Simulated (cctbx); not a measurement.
# A crystallographic session in cctbx: Bi4Mo3

Library: cctbx 2025.11. The data are simulated by the first script.

## 1. Simulate the data

run.py:

```python
from cctbx import adptbx, crystal, miller, sgtbx, xray
from cctbx.array_family import flex
from iotbx.shelx import hklf
from scitbx import matrix
import scitbx.random

cs = crystal.symmetry(unit_cell=(4.067, 4.067, 37.935, 90, 90, 120), space_group_symbol='Hall: -R 3 2"')  # R-3m
atoms = [  # label, site, U (iso, or U11 U22 U33 U12 U13 U23 in A^2), occupancy
    ("Bi1", (2/3, 1/3, 0.18613), (0.0059, 0.0059, 0.0068, 0.0030, 0.0000, 0.0000), 1),
    ("Bi2", (0, 0, 0.28273), (0.0076, 0.0076, 0.0109, 0.0038, 0.0000, 0.0000), 1),
    ("Mo1", (1/3, 2/3, 0.24153), (0.0070, 0.0070, 0.0043, 0.0035, 0.0000, 0.0000), 1),
    ("Mo2", (0, 0, 0), (0.0053, 0.0053, 0.0067, 0.0026, 0.0000, 0.0000), 1),
]
xs = xray.structure(crystal_symmetry=cs)
for label, site, u, occ in atoms:
    u = adptbx.u_cif_as_u_star(cs.unit_cell(), u) if isinstance(u, tuple) else u
    xs.add_scatterer(xray.scatterer(label, site=site, u=u, occupancy=occ))
xs.set_inelastic_form_factors(0.71073, "sasaki")
xs.show_summary()
p1 = xs.expand_to_p1()
ms = miller.build_set(p1, anomalous_flag=True, d_min=0.84)
flex.set_random_seed(837980)
scitbx.random.set_random_seed(837980)
ms = ms.select(flex.random_double(ms.size()) < 0.8)
i = ms.structure_factors_from_scatterers(p1, algorithm="direct").f_calc().as_intensity_array().data()
i = i / flex.sqrt(1 + 0.1 * i / flex.max(i))  # extinction
i = i * 70000 / flex.max(i)
sig = flex.sqrt(i + flex.pow2(0.06 * i) + 15 ** 2)
noise = scitbx.random.variate(scitbx.random.normal_distribution())(i.size())
data = ms.array(data=i + sig * noise, sigmas=sig).set_observation_type_xray_intensity()
with open("data.hkl", "w") as f:
    data.export_as_shelx_hklf(f)
print("reflections written:", data.size(), " <I/sigma> = %.1f" % flex.mean(data.data() / data.sigmas()))
for h, a, b in list(data.sort("data"))[:12]:
    print("%4d%4d%4d %9.1f %7.1f" % (h + (a, b)))
```

```console
$ python run.py
```

```text
Number of scatterers: 4
At special positions: 4
Unit cell: (4.067, 4.067, 37.935, 90, 90, 120)
Space group: R -3 m :H (No. 166)
reflections written: 3117  <I/sigma> = 3.8
  -1   0  -7   70817.7  4208.4
   0   1  -7   68912.1  4208.4
   0  -1   7   68880.8  4208.4
   1  -1  -7   64483.8  4208.4
   1   1   0   62641.7  3432.0
  -1  -1   0   60769.5  3432.0
   1  -2   0   58257.1  3432.0
   0   1  14   56359.6  3233.2
  -2   1   0   55478.8  3432.0
   2  -1   0   54648.5  3432.0
  -1   2   0   53223.6  3432.0
   0  -2  -7   52548.3  2842.9
```

Run time: 0.24 s on 1 thread of Arm Neoverse V2, on a shared host, peak memory 0.07 GiB.

## 2. Refinement (right model, isotropic)

run.py:

```python
import math
from cctbx import adptbx, crystal, maptbx, sgtbx, xray
from cctbx.array_family import flex
from cctbx.xray import observations
from iotbx.shelx import hklf
from scitbx.lstbx import normal_eqns_solving
from smtbx import absolute_structure, utils
from smtbx.refinement import constraints, least_squares

cs = crystal.symmetry(unit_cell=(4.067, 4.067, 37.935, 90, 90, 120), space_group_symbol='Hall: -R 3 2"')  # R-3m
atoms = [  # label, site, U (iso, or U11 U22 U33 U12 U13 U23 in A^2), occupancy
    ("Bi1", (2/3, 1/3, 0.1855), 0.0200, 1),
    ("Bi2", (0, 0, 0.285), 0.0200, 1),
    ("Mo1", (1/3, 2/3, 0.2432), 0.0200, 1),
    ("Mo2", (0, 0, 0), 0.0200, 1),
]
xs = xray.structure(crystal_symmetry=cs)
for label, site, u, occ in atoms:
    u = adptbx.u_cif_as_u_star(cs.unit_cell(), u) if isinstance(u, tuple) else u
    xs.add_scatterer(xray.scatterer(label, site=site, u=u, occupancy=occ))
xs.set_inelastic_form_factors(0.71073, "sasaki")
raw = hklf.reader(file_name="data.hkl").as_miller_arrays(crystal_symmetry=cs, anomalous=True)[0]
merged = raw.eliminate_sys_absent().merge_equivalents()
fo2 = merged.array().set_observation_type_xray_intensity()
print("Rint %.3f, %d unique reflections to %.2f A" % (merged.r_int(), fo2.size(), fo2.d_min()))
for sc in xs.scatterers():
    sc.flags.set_grad_site(True)
    sc.flags.set_grad_u_aniso(sc.flags.use_u_aniso())
    sc.flags.set_grad_u_iso(sc.flags.use_u_iso())
obs = fo2.as_xray_observations()
extra = {}
rep = constraints.reparametrisation(xs, [], utils.connectivity_table(xs), **extra)
ls = least_squares.crystallographic_ls(obs, rep, weighting_scheme=least_squares.mainstream_shelx_weighting(a=0, b=0))
print("cycle     R1     wR2    GooF  max shift (A)")
for cycle in range(8):
    ls.build_up()
    r1, wr2, goof = ls.r1_factor(cutoff_factor=2)[0], ls.wR2(), ls.goof()
    old = xs.sites_cart()
    normal_eqns_solving.levenberg_marquardt_iterations(ls, n_max_iterations=3, tau=1e-06, step_threshold=1e-7)
    big = flex.max((xs.sites_cart() - old).norms())
    print("%4d %7.4f %7.4f %7.3f %9.5f" % (cycle + 1, r1, wr2, goof, big))
    ls.build_up(objective_only=True)
    if abs(ls.wR2() - wr2) < 5e-5 and big < 5e-4:
        break
ls.build_up()
print("final R1 %.4f wR2 %.4f GooF %.3f  parameters %d  data/parameter %.1f" % (ls.r1_factor(cutoff_factor=2)[0], ls.wR2(), ls.goof(), ls.n_parameters, fo2.size() / ls.n_parameters))
cov = ls.covariance_matrix_and_annotations()
su = dict(zip(cov.annotations, (math.sqrt(max(v, 0)) for v in cov.matrix.matrix_packed_u_diagonal())))
a2 = cs.unit_cell().reciprocal_parameters()[0] ** -2
print("atom        x        y        z      Ueq    occ   su(xyz)  su(Uiso or U11)")
for sc in xs.scatterers():
    s = max(su.get(sc.label + k, 0) for k in (".x", ".y", ".z"))
    npd = "" if sc.is_positive_definite_u(cs.unit_cell()) else "  NPD"
    print("%-5s %8.5f %8.5f %8.5f %8.4f %6.3f %8.5f %7.4f%s" % ((sc.label,) + sc.site + (sc.u_iso_or_equiv(cs.unit_cell()), sc.occupancy, s, su.get(sc.label + ".uiso", su.get(sc.label + ".u11", 0) * a2), npd)))
fo = fo2.f_sq_as_f()
fc = fo.structure_factors_from_scatterers(xs, algorithm="direct").f_calc()
diff = fo.f_obs_minus_f_calc(1 / math.sqrt(ls.scale_factor()), fc).average_bijvoet_mates()
m = diff.fft_map(symmetry_flags=maptbx.use_space_group_symmetry, resolution_factor=0.25).apply_volume_scaling()
print("difference map: max %.2f min %.2f rms %.2f" % (m.statistics().max(), m.statistics().min(), m.statistics().sigma()))
peaks = m.peak_search(parameters=maptbx.peak_search_parameters(min_distance_sym_equiv=0.6, max_clusters=6)).all()
near = xs.closest_distances(peaks.sites(), distance_cutoff=4)
sps = cs.special_position_settings(min_distance_sym_equiv=0.5)
for k, (x, h) in enumerate(zip(peaks.sites(), peaks.heights())):
    ss = sps.site_symmetry(x)
    print("Q%-3d %7.4f %7.4f %7.4f %4d %7.2f  %.2f A from %s" % ((k + 1,) + tuple(t % 1 for t in ss.exact_site()) + (ss.multiplicity(), h, near.smallest_distances[k], xs.scatterers()[near.i_seqs[k]].label)))
```

```console
$ python run.py
```

```text
Rint 0.046, 163 unique reflections to 0.84 A
cycle     R1     wR2    GooF  max shift (A)
   1  0.3537  0.7446  22.114   0.08541
   2  0.0422  0.1844   5.475   0.02389
   3  0.0179  0.0525   1.558   0.00001
final R1 0.0179 wR2 0.0525 GooF 1.558  parameters 7  data/parameter 23.3
atom        x        y        z      Ueq    occ   su(xyz)  su(Uiso or U11)
Bi1    0.66667  0.33333  0.18611   0.0062  1.000  0.00001  0.0003
Bi2    0.00000  0.00000  0.28274   0.0088  1.000  0.00001  0.0003
Mo1    0.33333  0.66667  0.24158   0.0067  1.000  0.00003  0.0004
Mo2    0.00000  0.00000  0.00000   0.0063  1.000  0.00000  0.0005
difference map: max 2.70 min -1.90 rms 0.33
Q1    0.0000  0.0000  0.2683    6    2.91  0.55 A from Bi2
Q2    0.0000  0.0000  0.2977    6    1.30  0.57 A from Bi2
Q3    0.0000  0.5000  0.0000    9    1.02  2.03 A from Mo2
Q4    0.0000  0.0000  0.0878    6    0.86  2.25 A from Bi1
Q5    0.0000  0.0000  0.2385    6    0.85  1.68 A from Bi2
Q6    0.0000  0.0000  0.5000    3    0.79  2.46 A from Bi1
```

Time: 0.47 s.

## 3. Refinement (right model, anisotropic)

run.py, as its changes from the last script of this kind:

```diff
@@ -12,4 +12,4 @@
-    ("Bi1", (2/3, 1/3, 0.1855), 0.0200, 1),
-    ("Bi2", (0, 0, 0.285), 0.0200, 1),
-    ("Mo1", (1/3, 2/3, 0.2432), 0.0200, 1),
-    ("Mo2", (0, 0, 0), 0.0200, 1),
+    ("Bi1", (2/3, 1/3, 0.18611), 0.0062, 1),
+    ("Bi2", (0, 0, 0.28274), 0.0088, 1),
+    ("Mo1", (1/3, 2/3, 0.24158), 0.0067, 1),
+    ("Mo2", (0, 0, 0), 0.0063, 1),
@@ -21,0 +22 @@
+xs.convert_to_anisotropic()
```

```console
$ python run.py
```

```text
Rint 0.046, 163 unique reflections to 0.84 A
cycle     R1     wR2    GooF  max shift (A)
   1  0.0178  0.0525   1.580   0.00105
   2  0.0118  0.0284   0.854   0.00000
final R1 0.0118 wR2 0.0284 GooF 0.854  parameters 11  data/parameter 14.8
atom        x        y        z      Ueq    occ   su(xyz)  su(Uiso or U11)
Bi1    0.66667  0.33333  0.18611   0.0061  1.000  0.00001  0.0002
Bi2    0.00000  0.00000  0.28271   0.0086  1.000  0.00001  0.0002
Mo1    0.33333  0.66667  0.24156   0.0063  1.000  0.00002  0.0003
Mo2    0.00000  0.00000  0.00000   0.0058  1.000  0.00000  0.0003
difference map: max 0.86 min -1.51 rms 0.25
Q1    0.0000  0.0000  0.0874    6    0.87  2.27 A from Bi1
Q2    0.0000  0.5000  0.0000    9    0.82  2.03 A from Mo2
Q3    0.0054  0.5027  0.4318   18    0.73  2.05 A from Mo1
Q4    0.0000  0.0000  0.5000    3    0.71  2.46 A from Bi1
Q5    0.0000  0.0000  0.2282    6    0.68  2.07 A from Bi2
Q6    0.0086  0.5043  0.1397   18    0.65  2.05 A from Bi1
```

Time: 0.4 s.

## 4. Refinement

run.py, as its changes from the last script of this kind:

```diff
@@ -24 +24 @@
-merged = raw.eliminate_sys_absent().merge_equivalents()
+merged = raw.eliminate_sys_absent().resolution_filter(d_min=1.6).merge_equivalents()
@@ -36 +36 @@
-for cycle in range(8):
+for cycle in range(12):
```

```console
$ python run.py
```

```text
Rint 0.041, 32 unique reflections to 1.65 A
cycle     R1     wR2    GooF  max shift (A)
   1  0.0163  0.0414   1.352   0.00388
   2  0.0110  0.0200   0.653   0.00000
final R1 0.0110 wR2 0.0200 GooF 0.653  parameters 11  data/parameter 2.9
atom        x        y        z      Ueq    occ   su(xyz)  su(Uiso or U11)
Bi1    0.66667  0.33333  0.18601   0.0060  1.000  0.00003  0.0014
Bi2    0.00000  0.00000  0.28267   0.0087  1.000  0.00002  0.0014
Mo1    0.33333  0.66667  0.24162   0.0086  1.000  0.00006  0.0021
Mo2    0.00000  0.00000  0.00000   0.0100  1.000  0.00000  0.0022
difference map: max 0.29 min -0.28 rms 0.13
Q1    0.0010  0.5005  0.4293   18    0.31  2.04 A from Mo1
Q2    0.9934  0.4967  0.1433   18    0.25  1.99 A from Bi1
Q3    0.0000  0.0000  0.4826    6    0.24  2.18 A from Mo1
Q4    0.0000  0.5000  0.0000    9    0.24  2.03 A from Mo2
Q5    0.0000  0.0000  0.2368    6    0.23  1.74 A from Bi2
Q6    0.0500  0.5250  0.2874   18    0.22  2.00 A from Mo1
```

Time: 0.36 s.

This run holds a fault made on purpose: data cut at low resolution.

## 5. Refinement

run.py, as its changes from the last script of this kind:

```diff
@@ -14,2 +14 @@
-    ("Mo1", (1/3, 2/3, 0.24158), 0.0067, 1),
-    ("Mo2", (0, 0, 0), 0.0063, 1),
+    ("Mo1", (0, 0, 0), 0.0063, 1),
@@ -24 +23 @@
-merged = raw.eliminate_sys_absent().resolution_filter(d_min=1.6).merge_equivalents()
+merged = raw.eliminate_sys_absent().merge_equivalents()
```

```console
$ python run.py
```

```text
Rint 0.046, 163 unique reflections to 0.84 A
cycle     R1     wR2    GooF  max shift (A)
   1  0.5407  0.7654  22.805   0.04579
   2  0.4580  0.6249  18.617   0.00510
   3  0.4579  0.6240  18.591   0.00174
   4  0.4580  0.6239  18.589   0.00082
   5  0.4582  0.6239  18.588   0.00048
final R1 0.4582 wR2 0.6239 GooF 18.588  parameters 8  data/parameter 20.4
atom        x        y        z      Ueq    occ   su(xyz)  su(Uiso or U11)
Bi1    0.66667  0.33333  0.18495  -0.0055  1.000  0.00031  0.0047  NPD
Bi2    0.00000  0.00000  0.28137  -0.0022  1.000  0.00034  0.0053  NPD
Mo1    0.00000  0.00000  0.00000   0.0957  1.000  0.00000  0.0577
difference map: max 349.21 min -41.91 rms 24.51
Q1    0.0000  0.0000  0.2847    6  356.49  0.13 A from Bi2
Q2    0.0000  0.0000  0.1453    6  340.23  0.12 A from Bi1
Q3    0.0000  0.0000  0.4256    6  287.53  2.80 A from Bi2
Q4    0.0000  0.0000  0.0000    3  244.55  0.00 A from Mo1
Q5    0.0000  0.0000  0.2306    6   22.13  1.93 A from Bi2
Q6    0.0000  0.0000  0.3419    6   21.41  2.29 A from Bi2
```

Time: 0.55 s.

This run holds a fault made on purpose: atom left out: Mo1.

## 6. Refinement

run.py:

```python
import math
from cctbx import adptbx, crystal, maptbx, sgtbx, xray
from cctbx.array_family import flex
from cctbx.xray import observations
from iotbx.shelx import hklf
from scitbx.lstbx import normal_eqns_solving
from smtbx import absolute_structure, utils
from smtbx.refinement import constraints, least_squares

cs = crystal.symmetry(unit_cell=(4.067, 4.067, 37.935, 90, 90, 120), space_group_symbol='Hall: -R 3 2"')  # R-3m
atoms = [  # label, site, U (iso, or U11 U22 U33 U12 U13 U23 in A^2), occupancy
    ("Bi1", (2/3, 1/3, 0.18611), 0.0062, 1),
    ("Bi2", (0, 0, 0.28274), 0.0088, 1),
    ("Mo1", (0, 0, 0), 0.0063, 1),
]
xs = xray.structure(crystal_symmetry=cs)
for label, site, u, occ in atoms:
    u = adptbx.u_cif_as_u_star(cs.unit_cell(), u) if isinstance(u, tuple) else u
    xs.add_scatterer(xray.scatterer(label, site=site, u=u, occupancy=occ))
xs.set_inelastic_form_factors(0.71073, "sasaki")
xs.convert_to_anisotropic()
raw = hklf.reader(file_name="data.hkl").as_miller_arrays(crystal_symmetry=cs, anomalous=True)[0]
merged = raw.eliminate_sys_absent().merge_equivalents()
fo2 = merged.array().set_observation_type_xray_intensity()
print("Rint %.3f, %d unique reflections to %.2f A" % (merged.r_int(), fo2.size(), fo2.d_min()))
for sc in xs.scatterers():
    sc.flags.set_grad_site(True)
    sc.flags.set_grad_u_aniso(sc.flags.use_u_aniso())
    sc.flags.set_grad_u_iso(sc.flags.use_u_iso())
obs = fo2.as_xray_observations()
extra = {}
rep = constraints.reparametrisation(xs, [], utils.connectivity_table(xs), **extra)
ls = least_squares.crystallographic_ls(obs, rep, weighting_scheme=least_squares.mainstream_shelx_weighting(a=0, b=0))
print("cycle     R1     wR2    GooF  max shift (A)")
for cycle in range(12):
    ls.build_up()
    r1, wr2, goof = ls.r1_factor(cutoff_factor=2)[0], ls.wR2(), ls.goof()
    old = xs.sites_cart()
    normal_eqns_solving.levenberg_marquardt_iterations(ls, n_max_iterations=3, tau=1e-06, step_threshold=1e-7)
    big = flex.max((xs.sites_cart() - old).norms())
    print("%4d %7.4f %7.4f %7.3f %9.5f" % (cycle + 1, r1, wr2, goof, big))
    ls.build_up(objective_only=True)
    if abs(ls.wR2() - wr2) < 5e-5 and big < 5e-4:
        break
ls.build_up()
print("final R1 %.4f wR2 %.4f GooF %.3f  parameters %d  data/parameter %.1f" % (ls.r1_factor(cutoff_factor=2)[0], ls.wR2(), ls.goof(), ls.n_parameters, fo2.size() / ls.n_parameters))
cov = ls.covariance_matrix_and_annotations()
su = dict(zip(cov.annotations, (math.sqrt(max(v, 0)) for v in cov.matrix.matrix_packed_u_diagonal())))
a2 = cs.unit_cell().reciprocal_parameters()[0] ** -2
print("atom        x        y        z      Ueq    occ   su(xyz)  su(Uiso or U11)")
for sc in xs.scatterers():
    s = max(su.get(sc.label + k, 0) for k in (".x", ".y", ".z"))
    npd = "" if sc.is_positive_definite_u(cs.unit_cell()) else "  NPD"
    print("%-5s %8.5f %8.5f %8.5f %8.4f %6.3f %8.5f %7.4f%s" % ((sc.label,) + sc.site + (sc.u_iso_or_equiv(cs.unit_cell()), sc.occupancy, s, su.get(sc.label + ".uiso", su.get(sc.label + ".u11", 0) * a2), npd)))
fo = fo2.f_sq_as_f()
fc = fo.structure_factors_from_scatterers(xs, algorithm="direct").f_calc()
diff = fo.f_obs_minus_f_calc(1 / math.sqrt(ls.scale_factor()), fc).average_bijvoet_mates()
m = diff.fft_map(symmetry_flags=maptbx.use_space_group_symmetry, resolution_factor=0.25).apply_volume_scaling()
print("difference map: max %.2f min %.2f rms %.2f" % (m.statistics().max(), m.statistics().min(), m.statistics().sigma()))
peaks = m.peak_search(parameters=maptbx.peak_search_parameters(min_distance_sym_equiv=0.6, max_clusters=6)).all()
near = xs.closest_distances(peaks.sites(), distance_cutoff=4)
sps = cs.special_position_settings(min_distance_sym_equiv=0.5)
for k, (x, h) in enumerate(zip(peaks.sites(), peaks.heights())):
    ss = sps.site_symmetry(x)
    print("Q%-3d %7.4f %7.4f %7.4f %4d %7.2f  %.2f A from %s" % ((k + 1,) + tuple(t % 1 for t in ss.exact_site()) + (ss.multiplicity(), h, near.smallest_distances[k], xs.scatterers()[near.i_seqs[k]].label)))
```

```console
$ python run.py
```

```text
Rint 0.046, 163 unique reflections to 0.84 A
cycle     R1     wR2    GooF  max shift (A)
   1  0.5407  0.7654  22.805   0.04579
   2  0.4580  0.6249  18.617   0.00510
   3  0.4579  0.6240  18.591   0.00174
   4  0.4580  0.6239  18.589   0.00082
   5  0.4582  0.6239  18.588   0.00048
final R1 0.4582 wR2 0.6239 GooF 18.588  parameters 8  data/parameter 20.4
atom        x        y        z      Ueq    occ   su(xyz)  su(Uiso or U11)
Bi1    0.66667  0.33333  0.18495  -0.0055  1.000  0.00031  0.0047  NPD
Bi2    0.00000  0.00000  0.28137  -0.0022  1.000  0.00034  0.0053  NPD
Mo1    0.00000  0.00000  0.00000   0.0957  1.000  0.00000  0.0577
difference map: max 349.21 min -41.91 rms 24.51
Q1    0.0000  0.0000  0.2847    6  356.49  0.13 A from Bi2
Q2    0.0000  0.0000  0.1453    6  340.23  0.12 A from Bi1
Q3    0.0000  0.0000  0.4256    6  287.53  2.80 A from Bi2
Q4    0.0000  0.0000  0.0000    3  244.55  0.00 A from Mo1
Q5    0.0000  0.0000  0.2306    6   22.13  1.93 A from Bi2
Q6    0.0000  0.0000  0.3419    6   21.41  2.29 A from Bi2
```

It took 0.55 s on 1 thread of Arm Neoverse V2, with other jobs on the host, peak memory 0.09 GiB.

This run holds a fault made on purpose: atom left out: Mo1.

[Logs are printed without paths, hosts, clocks, repeated set-up lines and the standing remarks that a program may print on its own settings, such as how far it seeks lower states.]
